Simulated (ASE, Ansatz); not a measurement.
**Convergence of a linear-scaling basis for C(111) slab, H on the bottom face (176 atoms)**

Wanted: errors and times of a linear-scaling basis for C(111) slab, H on the bottom face (176 atoms). A setting counts as converged where the r.m.s. difference of forces stays under 1 % of the r.m.s. force.

Calculated with Ansatz 0.2.0; Kohn-Sham DFT, PBE+D3(BJ), PAW (set soft_2), plane waves.

## 1. Starting point

The cell holds 176 atoms: 160 C and 16 H. Its edges and angles: a = 10.089 Å, b = 10.089 Å, c = 19.842 Å, α = 90.0°, β = 90.0°, γ = 120.0°. It derives from C (diamond-structure). Diamond-structure C (a = 3.567 Å), (111) slab of 10 atomic planes, 4 x 4 surface cells, H on the broken bonds of the bottom face, 10 Å of vacuum; displaced by a Gaussian of 0.02 Å. Regions: slab, 160 atoms (160 C); hydrogen, 16 atoms (16 H). Vacuum lies along c.

What the set-up can't give: Beside vacuum, support functions can miss their usual error bounds without a warning. The main run has no spin polarisation, so any moments at edges, vacancies or dangling bonds can't form in it.

## 2. Plane-wave single point

The first run fixes the reference, at a cutoff of 420 eV.

The input, input.yaml:

```yaml
crystal:
  lattice:
    - [10.089, 0.0, 0.0]
    - [-5.0445, 8.73733, 0.0]
    - [0.0, 0.0, 19.84249]
  atoms:
    - { symbol: C, position: [0.33637, 0.91712, 0.333] }
    - { symbol: C, position: [0.25108, 0.00238, 0.3047] }
    - { symbol: C, position: [0.1632, 0.83218, 0.43803] }
    - { symbol: C, position: [0.3326, 0.91378, 0.41086] }
    - { symbol: C, position: [0.25485, 0.00569, 0.54044] }
    - { symbol: C, position: [0.16814, 0.831, 0.51285] }
    - { symbol: C, position: [0.33152, 0.91537, 0.64593] }
    - { symbol: C, position: [0.25454, 0.00746, 0.6193] }
    - { symbol: C, position: [0.1687, 0.83523, 0.74857] }
    - { symbol: C, position: [0.33524, 0.91806, 0.72302] }
    - { symbol: C, position: [0.33227, 0.66605, 0.33245] }
    - { symbol: C, position: [0.24529, 0.7495, 0.30473] }
    - { symbol: C, position: [0.17094, 0.58646, 0.43418] }
    - { symbol: C, position: [0.3358, 0.66808, 0.41186] }
    - { symbol: C, position: [0.24906, 0.74879, 0.54031] }
    - { symbol: C, position: [0.16566, 0.58477, 0.51365] }
    - { symbol: C, position: [0.33218, 0.66184, 0.64542] }
    - { symbol: C, position: [0.25301, 0.75234, 0.61798] }
    - { symbol: C, position: [0.1661, 0.58264, 0.74961] }
    - { symbol: C, position: [0.33299, 0.66862, 0.72154] }
    - { symbol: C, position: [0.58351, 0.91658, 0.33257] }
    - { symbol: C, position: [0.50229, 0.99833, 0.30581] }
    - { symbol: C, position: [0.42102, 0.83569, 0.43721] }
    - { symbol: C, position: [0.58679, 0.91617, 0.41039] }
    - { symbol: C, position: [0.49862, 0.99482, 0.53975] }
    - { symbol: C, position: [0.41558, 0.83377, 0.51371] }
    - { symbol: C, position: [0.5841, 0.9156, 0.645] }
    - { symbol: C, position: [0.49926, 0.99951, 0.61897] }
    - { symbol: C, position: [0.41558, 0.83164, 0.74593] }
    - { symbol: C, position: [0.58348, 0.91695, 0.72247] }
    - { symbol: C, position: [0.32894, 0.41546, 0.3334] }
    - { symbol: C, position: [0.25084, 0.50252, 0.30601] }
    [... 138 atom lines left out ...]
    - { symbol: H, position: [0.49988, 0.24799, 0.25257] }
    - { symbol: H, position: [0.74779, 0.50052, 0.25324] }
    - { symbol: H, position: [0.99743, 0.75055, 0.25115] }
    - { symbol: H, position: [0.75305, 0.25268, 0.25075] }
    - { symbol: H, position: [0.99913, 0.50096, 0.25186] }
    - { symbol: H, position: [0.99685, 0.25012, 0.25396] }
kpoints:
  mp_grid: { grid: [2, 2, 1] }
hamiltonian:
  xc: pbe
  dispersion: d3bj
scf:
  occupations: { method: fermi_dirac, width: 0.05 }
output:
  forces: true
  populations: intrinsic
  dos:
    method: { smearing: { sigma: 0.08 } }
    de: 0.1
    projected:
      site_lists:
        C: [C]
        H: [H]
        hydrogen: [160, 161, 162, 163, 164, 165, 166, 167, 168, 169, 170, 171, 172, 173, 174, 175]
  eigenvalues: true
  write_density: true
  write_potential: true
  volumetric_format: npy
```

Command:

```
$ ansatz run input.yaml --threads 8 --pin off --max-ram 15872MiB --backend cpu --events-out ev --progress --plain --runs-dir out
```

Numbers of over 12 decimals in the logs are rounded to 6 here.

What it wrote:

```text
Engine: ansatz 0.2.0, aarch64-unknown-linux-gnu
Pseudopotentials: kind: paw
Pseudopotential: C, paw, valence charge 4, recommended cutoff 420 eV (normal), C.paw.azcp
Pseudopotential: H, paw, valence charge 1, recommended cutoff 420 eV (normal), H.paw.azcp
[... 5 lines on functional and potentials left out ...]
Crystal: 176 atoms, lattice volume = 1749.134 Å³
Basis set: ecut = 420 eV, 34219 PW (Γ), exchange–correlation on 144×144×270 points (8 copies of the dense FFT grid, shifted against one another)
Bands: 504, of which v1, the nominal top of the filled ones, is band 328 counted from 1 (327 counted from 0)
Symmetry: 1 space group operations
Space group: P1 (ITA 1), of the structure as read, at distance tolerance 1.2e-4 Å
k-points: 4
[... 5 lines on functional and potentials left out ...]
Initial density: superposition of atomic densities (neutral atoms: chi_scale 0, normalization atom), corrected by the library's trained network
Initial wavefunctions: pseudopotential atomic-orbital guess
Functional: x = pbe(κ = 0.804, μ = 0.219515), c = pbe(β = 0.066725)
SCF iter   1: F=—  HF=-40375.068902 eV  |F-HF|=—  |Δ(HF+E_count)|=         —  Δρ=1.79e-2  dr2=3.05e1  ethr=1.77e-3  ⟨swp⟩=7.8  Hψ=11123  notcnv=0  defer=524
preconditioner: auto → LDOS  [metal: Δε(μ)=0.065 eV  Ē_g=16.129 eV  σ=0.050 eV  W_gap=0.29  n_scr=374 (ndim 8)  ℏωp=22.7 eV  f_vac=0.386  D(μ)=47.82/eV (n_scr^D=326)  β→1.0]
SCF iter   2: F=—  HF=-40373.441197 eV  |F-HF|=—  |Δ(HF+E_count)|=    1.63e0  Δρ=1.01e-2  dr2=6.97e0  ethr=1.77e-3  ⟨swp⟩=3.2  Hψ=2566  notcnv=0  defer=653
SCF iter   3: F=—  HF=-40373.519547 eV  |F-HF|=—  |Δ(HF+E_count)|=   7.83e-2  Δρ=8.89e-3  dr2=4.80e0  ethr=1.06e-3  ⟨swp⟩=3.0  Hψ=3078  notcnv=0  defer=650
SCF iter   4: F=—  HF=-40372.917629 eV  |F-HF|=—  |Δ(HF+E_count)|=   6.02e-1  Δρ=6.22e-3  dr2=2.76e0  ethr=7.31e-4  ⟨swp⟩=3.0  Hψ=2950  notcnv=0  defer=647
SCF iter   5: F=—  HF=-40372.666595 eV  |F-HF|=—  |Δ(HF+E_count)|=   2.51e-1  Δρ=4.59e-3  dr2=1.34e0  ethr=4.21e-4  ⟨swp⟩=2.5  Hψ=1898  notcnv=0  defer=647
SCF iter   6: F=—  HF=-40372.580278 eV  |F-HF|=—  |Δ(HF+E_count)|=   8.63e-2  Δρ=3.18e-3  dr2=5.55e-1  ethr=2.04e-4  ⟨swp⟩=3.0  Hψ=2352  notcnv=0  defer=647
SCF iter   7: F=—  HF=-40372.553564 eV  |F-HF|=—  |Δ(HF+E_count)|=   2.67e-2  Δρ=1.65e-3  dr2=1.88e-1  ethr=8.46e-5  ⟨swp⟩=2.0  Hψ=2120  notcnv=0  defer=647
SCF iter   8: F=—  HF=-40372.539897 eV  |F-HF|=—  |Δ(HF+E_count)|=   1.37e-2  Δρ=1.17e-3  dr2=9.07e-2  ethr=2.87e-5  ⟨swp⟩=2.2  Hψ=2376  notcnv=0  defer=647
SCF iter   9: F=—  HF=-40372.533716 eV  |F-HF|=—  |Δ(HF+E_count)|=   6.18e-3  Δρ=8.85e-4  dr2=4.41e-2  ethr=1.38e-5  ⟨swp⟩=2.2  Hψ=2484  notcnv=0  defer=647
SCF iter  10: F=—  HF=-40372.528376 eV  |F-HF|=—  |Δ(HF+E_count)|=   5.34e-3  Δρ=5.19e-4  dr2=1.07e-2  ethr=6.72e-6  ⟨swp⟩=2.0  Hψ=3192  notcnv=0  defer=647
[...]
SCF iter  17: F=—  HF=-40372.527770 eV  |F-HF|=—  |Δ(HF+E_count)|=   5.50e-4  Δρ=2.84e-5  dr2=2.79e-5  ethr=8.42e-9  ⟨swp⟩=2.2  Hψ=2332  notcnv=0  defer=647
SCF iter  18: F=—  HF=-40372.527775 eV  |F-HF|=—  |Δ(HF+E_count)|=   5.00e-6  Δρ=1.88e-5  dr2=1.17e-5  ethr=4.25e-9  ⟨swp⟩=2.0  Hψ=1923  notcnv=0  defer=647
SCF iter  19: F=—  HF=-40372.527778 eV  |F-HF|=—  |Δ(HF+E_count)|=   2.65e-6  Δρ=1.38e-5  dr2=6.32e-6  ethr=1.78e-9  ⟨swp⟩=2.2  Hψ=2603  notcnv=0  defer=647
SCF iter  20: F=—  HF=-40372.527779 eV  |F-HF|=—  |Δ(HF+E_count)|=   5.79e-7  Δρ=8.26e-6  dr2=3.14e-6  ethr=9.63e-10  ⟨swp⟩=2.0  Hψ=1407  notcnv=0  defer=647
SCF iter  21: F=—  HF=-40372.527779 eV  |F-HF|=—  |Δ(HF+E_count)|=   1.43e-7  Δρ=5.19e-6  dr2=1.68e-6  ethr=4.79e-10  ⟨swp⟩=2.2  Hψ=2348  notcnv=0  defer=647
SCF iter  22: F=—  HF=-40372.527779 eV  |F-HF|=—  |Δ(HF+E_count)|=   4.70e-7  Δρ=3.57e-6  dr2=9.59e-7  ethr=2.56e-10  ⟨swp⟩=2.5  Hψ=2042  notcnv=0  defer=647
SCF iter  23: F=—  HF=-40372.527779 eV  |F-HF|=—  |Δ(HF+E_count)|=   5.28e-8  Δρ=2.33e-6  dr2=4.89e-7  ethr=1.46e-10  ⟨swp⟩=2.0  Hψ=1749  notcnv=0  defer=647
SCF iter  24: F=—  HF=-40372.527779 eV  |F-HF|=—  |Δ(HF+E_count)|=   7.61e-8  Δρ=2.00e-6  dr2=2.36e-7  ethr=7.45e-11  ⟨swp⟩=2.0  Hψ=1729  notcnv=0  defer=647
SCF iter  25: F=—  HF=-40372.527779 eV  |F-HF|=—  |Δ(HF+E_count)|=   4.58e-8  Δρ=1.66e-6  dr2=1.18e-7  ethr=3.60e-11  ⟨swp⟩=2.5  Hψ=2159  notcnv=0  defer=647
SCF iter  26: F=-40372.527779 eV  HF=-40372.527779 eV  |F-HF|=4.12e-8  |Δ(HF+E_count)|=   2.09e-8  Δρ=1.22e-6  dr2=5.70e-8  ethr=1.52e-11  ⟨swp⟩=29.5  Hψ=24405  notcnv=0
SCF 1 converged in 26 iterations: F = -40372.527779 eV  dr2 = 5.70e-8
  greatest PAW one-centre occupation: 0.662 electrons in one spin orbital (limit 2), on the C atom at site 68 (counted from 0), in its partial waves of l = 0
WARN: The output density's exchange-correlation potential varies sharply where the density is thin. Do not read a vacuum level from v_tot or v_xc, or from such a field of the output density. On a cell that repeats whose density bears no net charge and no dipole along the vacuum's axis use v_es (v_loc + v_h of the components); [...]
SCF converged after 26 iterations
Free energy (F): -40372.527779 eV
Harris-Foulkes:  -40372.527779 eV  (|F-HF|=4.12e-8)
Internal energy: -40371.799075 eV  (E = F + TS)
E sigma→0 (E₀):  -40372.163427 eV
Entropy (-TS):   -0.728705 eV (-4.140 meV/atom)
Fermi energy:    5.530208 eV
--- Per-component energies (eV) ---
  E_band       = -2591.574965
  E_kinetic    = 14889.732523
  E_local      = -333745.126456  (includes V_loc(G=0)·N_el)
  E_nonlocal   = 4303.703863
  E_hartree    = 161419.796071
  E_xc         = -7902.854344
  E_vxc        = -9812.545971  (∫ρ·V_xc dr)
  E_paw        = -15876.539668  (= ΣΔE_a)
  E_vpaw       = -1066.854262  (= ΣTr[D̂ρ^β])
  E_aug_tail   = -0.021097  (compensation charges beyond the density's cutoff)
  E_ewald      = 136566.620641
  E_disp       = -27.110606  (pairwise vdW)
  E_smearing   = -0.728705  (= −TS)
  E_closure    = -0.000000  (closes the sum)
  Σ components = -40372.527779   (vs F -40372.527779, Δ=0.00e0)
--- Forces (eV/Å), atoms counted from 1 ---
  atom   1  C     -1.16910073    -0.22988241    -1.66749482
  atom   2  C      0.67988833    -0.23647258     4.41600599
  atom   3  C      1.44776711    -0.06438376    -1.92986359
  atom   4  C      0.07488157     0.83929513    -0.18415382
  atom   5  C     -0.51899174    -1.69627600    -0.32553646
  atom   6  C     -1.16444667     1.27855491     2.14545771
  atom   7  C      0.76516664     1.17890008    -1.88329246
  atom   8  C     -0.15273605    -2.53749425    -0.43432318
  atom   9  C     -0.30656137    -0.17489165    -3.83395713
  atom  10  C     -0.08505943     0.08811335     4.85319937
  atom  11  C      0.37577875     0.83503129    -0.40630944
  atom  12  C      2.05253520     0.43028399     4.91737704
  atom  13  C     -1.04196505    -0.93038005     2.01630128
  atom  14  C      0.02678395     0.02911136    -1.51864995
[...]
atom 175  H     -0.07323603     0.01954202     0.96492497
  atom 176  H      0.04787731    -0.04087653    -2.14965296
  max |Σ_I F_I| component: 3.42e-4 eV/Å
--- Band table (eV) ---
  k-point 0: bands = ["-16.6816", "-15.8334", "-15.2539", "-15.1931", [... 488 levels ...], "14.6444", "14.6823", "14.7206", "14.8251", "14.8307", "14.8970", "14.9039", "14.9374", "14.9505", "14.9630", "14.9812", "14.9882"]
[...]
--- intrinsic populations: 176 sites ---
  site symbol       q [e]
     0      C      3.9782
     1      C      4.1821
     2      C      3.9973
[...]
175      H      0.8285
  spilling = 0.000000 (of n_electrons = 656.000000)
```

Elapsed: 2.8 min, on 8 threads of Arm Neoverse V2, shared host; peak memory 12 GiB.

The program notes that it cut back its work space to fit the memory limit and the exchange-correlation potential is rough where the density is thin. Further notices: published levels not confirmed.

The run gave:

| Property | Result |
| --- | --- |
| free energy | -40372.5278 eV |
| free energy per atom | -229.3894 eV/atom |
| SCF cycles | 26 |
| r.m.s. force component | 1.418 eV/Å |
| longest force | 5.346 eV/Å |
| Fermi energy | 5.53 eV |
| levels partly filled by over 2 per cent | 59 |

Neighbours are counted within 1.85 Å (C-C), 1.34 Å (C-H).

Length of the force by element and coordination:

```csv
element,coordination,atoms,mean length of the force (eV/Å),spread,least,most
C,all,160,2.17,1.31,0.197,5.35
C,3,16,4.02,0.201,3.57,4.31
C,4,144,1.96,1.22,0.197,5.35
H,all,16,1.26,0.727,0.221,2.85
```

Intrinsic-atomic-orbital charges by element and coordination:

```csv
element,coordination,atoms,mean charge (e),spread,least,most
C,all,160,-0.0158,0.0535,-0.184,0.0447
C,3,16,-0.0238,0.021,-0.069,0.0043
C,4,144,-0.0149,0.0559,-0.184,0.0447
H,all,16,0.158,0.0141,0.129,0.181
```

By region:

```csv
region,atoms,mean length of the force (eV/Å),net charge (e)
slab,160,2.17,-2.53
hydrogen,16,1.25,2.53
```

Density of states as counts of states in windows of 1 eV (from the Fermi level), total and the larger projections:

| from (eV) | to (eV) | total | C p | C s |
| --- | --- | --- | --- | --- |
| -18 | -17 | 23.7 | 9.6 | 13.6 |
| -17 | -16 | 25.3 | 9.8 | 15.1 |
| -16 | -15 | 25.1 | 10.2 | 14.5 |
| -15 | -14 | 23.9 | 10.5 | 13.0 |
| -14 | -13 | 23.2 | 14.2 | 8.2 |
| -13 | -12 | 36.5 | 23.8 | 11.8 |
| -12 | -11 | 32.4 | 21.0 | 10.7 |
| -11 | -10 | 23.0 | 15.9 | 6.1 |
| -10 | -9 | 35.5 | 28.6 | 6.0 |
| -9 | -8 | 50.3 | 42.3 | 6.2 |
| -8 | -7 | 53.2 | 46.1 | 5.3 |
| -7 | -6 | 57.5 | 52.7 | 2.9 |
| -6 | -5 | 65.9 | 60.4 | 3.4 |
| -5 | -4 | 52.3 | 49.3 | 1.9 |
| -4 | -3 | 34.3 | 32.7 | 1.0 |
| -3 | -2 | 21.7 | 20.5 | 0.7 |
| -2 | -1 | 5.7 | 5.7 | 0.0 |
| -1 | 0 | 21.2 | 18.1 | 2.8 |
| 0 | 1 | 11.8 | 10.5 | 1.1 |
| 1 | 2 | 0.0 | 0.0 | 0.0 |
| 2 | 3 | 3.5 | 0.5 | 0.2 |
| 3 | 4 | 11.1 | 3.6 | 2.6 |
| 4 | 5 | 33.5 | 14.5 | 7.6 |

The curve was stored every 0.100 eV, coarse against its broadening of 0.08 eV, so these counts are rough.

Between -23 and -18 eV lie 50 more states.

The levels nearest the highest filled one (over half full), pooled over k-points and spins:

```csv
level less the highest filled one (eV),occupation
-0.0222,1.32
-0.0218,1.31
-0.0205,1.30
-0.0136,1.24
-0.0132,1.24
0,1.11
0.0176,0.932
0.0186,0.921
0.0212,0.896
0.0222,0.886
0.0264,0.844
0.0379,0.735
```

Planar average of the electrostatic potential energy along the normal, with the Fermi level as zero, after a running mean with a triangular window 4 Å wide at its base:

```
height (Å)  potential energy (eV)
       0.0                   4.12
       0.6                   3.89
       1.2                   3.66
       1.6                   3.49
       2.2                   3.24
       2.8                   2.95
       3.4                   2.38
       4.0                   1.31
       4.6                  -1.15
       5.0                  -3.88
       5.6                  -7.50
       6.2                 -10.44
       6.8                 -11.78
       7.3                 -12.03
       7.9                 -12.14
       8.4                 -12.20
       9.0                 -12.23
       9.6                 -12.24
      10.1                 -12.21
      10.7                 -12.17
      11.3                 -12.15
      11.8                 -12.11
      12.3                 -12.03
      12.9                 -11.86
      13.5                 -11.54
      14.1                 -10.87
      14.7                  -8.88
      15.1                  -6.19
      15.7                  -1.86
      16.3                   2.09
      16.9                   4.37
      17.5                   4.89
      18.1                   4.79
      18.5                   4.63
      19.1                   4.41
      19.7                   4.18
```

Valence density in the ca plane at fractional y = 0.000, with atoms of C and H within 0.2 Å of it. It is the smooth field of the valence electrons, not physical close to the nuclei.

Ten even steps from '0' (0.0 e/Å³) to '9' (1.9 e/Å³), each cell a mean:
```
00000000000003578852001100015886678621001100
00000000000000123542113321124542235421123310
00000000000000001332225752223321013432257531
00000000000000012442124542124421124421245421
00000000000001346752111211124654357521112110
00000000000015999962000000015898799620000000
00000000000002568852001110015887688621001100
00000000000000123542112331124542235421123310
00000000000000001332225753223321013322257631
00000000000000012442124542124421123421245521
00000000000001346752101111125764357521112210
00000000000004999962000000026997789620000000
00000000000003678852001110025886678621001100
00000000000000123542112331124542235421123310
00000000000000001332225753223321013322257531
00000000000000012432124542123321123421245420
00000000000001246742101111124764457621111110
00000000000014999852000000025898799730000000
00000000000003778852000110015876578631011100
00000000000000124542112331124542235521124310
00000000000000001332225653223321013432258631
00000000000000012432124542124421124421246521
00000000000001346752111211125764457521112210
00000000000015999852000000015898899620000000
```
Columns run along c (16.0 Å, from fractional 0.00 to 0.81 of the cell), rows up along a (10.1 Å). Atoms in or near the plane, at fractional coordinates: C at (0.30, 0.25), C at (0.54, 0.25), C at (0.62, 0.25), C at (0.31, 0.50), C at (0.54, 0.50), C at (0.62, 0.50), C at (0.31, 0.75), C at (0.54, 0.75), C at (0.62, 0.75), C at (0.30, 0.00), C at (0.54, 0.00), C at (0.62, 0.00), H at (0.25, 0.25), H at (0.25, 0.50) and more.

Electrostatic potential energy in the ca plane at fractional y = 0.000, with atoms of C and H within 0.2 Å of it. With pseudopotentials it is smooth inside the atoms' cores, unlike the true potential.

Ten even steps from '0' (-54 eV) to '9' (9 eV), each cell a mean:
```
99999999999996661158999999985115721489999999
99999999999999987788998889988778877789988899
99999999999999999878887778887889998788887789
99999999999999998888888788987889988789988899
99999999999998774468998889987557854689999999
99999999999984240038999999984004600279999999
99999999999997661158999999985115620489999999
99999999999999987788998888988678877789988899
99999999999999999878887778887889998788887789
99999999999999998888988888988889988889887889
99999999999998874468999999987447854689999999
99999999999995240048999999984004600279999999
99999999999996561158999999985115721489999999
99999999999999987788998888988778876789988899
99999999999999999878887778887889998888877889
99999999999999998888988788988889988888888899
99999999999998874478999999987447854689999999
99999999999984340048999999984004600279999999
99999999999996551158999999985115721489999999
99999999999999987788998888988778877789988899
99999999999999999878887778887889998788877789
99999999999999998888988788987889988889887789
99999999999998874478999899987447854689999999
99999999999984240048999999984004600279999999
```
Columns run along c (16.0 Å, from fractional 0.00 to 0.81 of the cell; values clipped at the 3rd and 97th percentile), rows up along a (10.1 Å). Atoms in or near the plane, at fractional coordinates: C at (0.30, 0.25), C at (0.54, 0.25), C at (0.62, 0.25), C at (0.31, 0.50), C at (0.54, 0.50), C at (0.62, 0.50), C at (0.31, 0.75), C at (0.54, 0.75), C at (0.62, 0.75), C at (0.30, 0.00), C at (0.54, 0.00), C at (0.62, 0.00), H at (0.25, 0.25), H at (0.25, 0.50) and more.

Mean intrinsic-atomic-orbital charges: C -0.02, H +0.16 e. Charges this small depend on the projection, at times even in sign. By these charges the region 'hydrogen' has given 2.5 e to 'slab'; where the regions aren't neutral units, this includes their ionic charge. Within 0.4 eV of the Fermi level the largest share is C p (88 % of the projected weight). The potential slopes across the vacuum by 0.39 eV/Å: the slab bears a dipole, and with periodic images along the normal there is no flat vacuum level to read.

(Part 1 of 2 ends here.)

[Logs are printed without paths, hosts, clocks, repeated set-up lines and the standing remarks that a program may print on its own settings, such as how far it seeks lower states.]

[Hosts, paths, dates, database ids (printed as entryN), source tags and the programs' standing remarks are cut or masked in the printed files.]
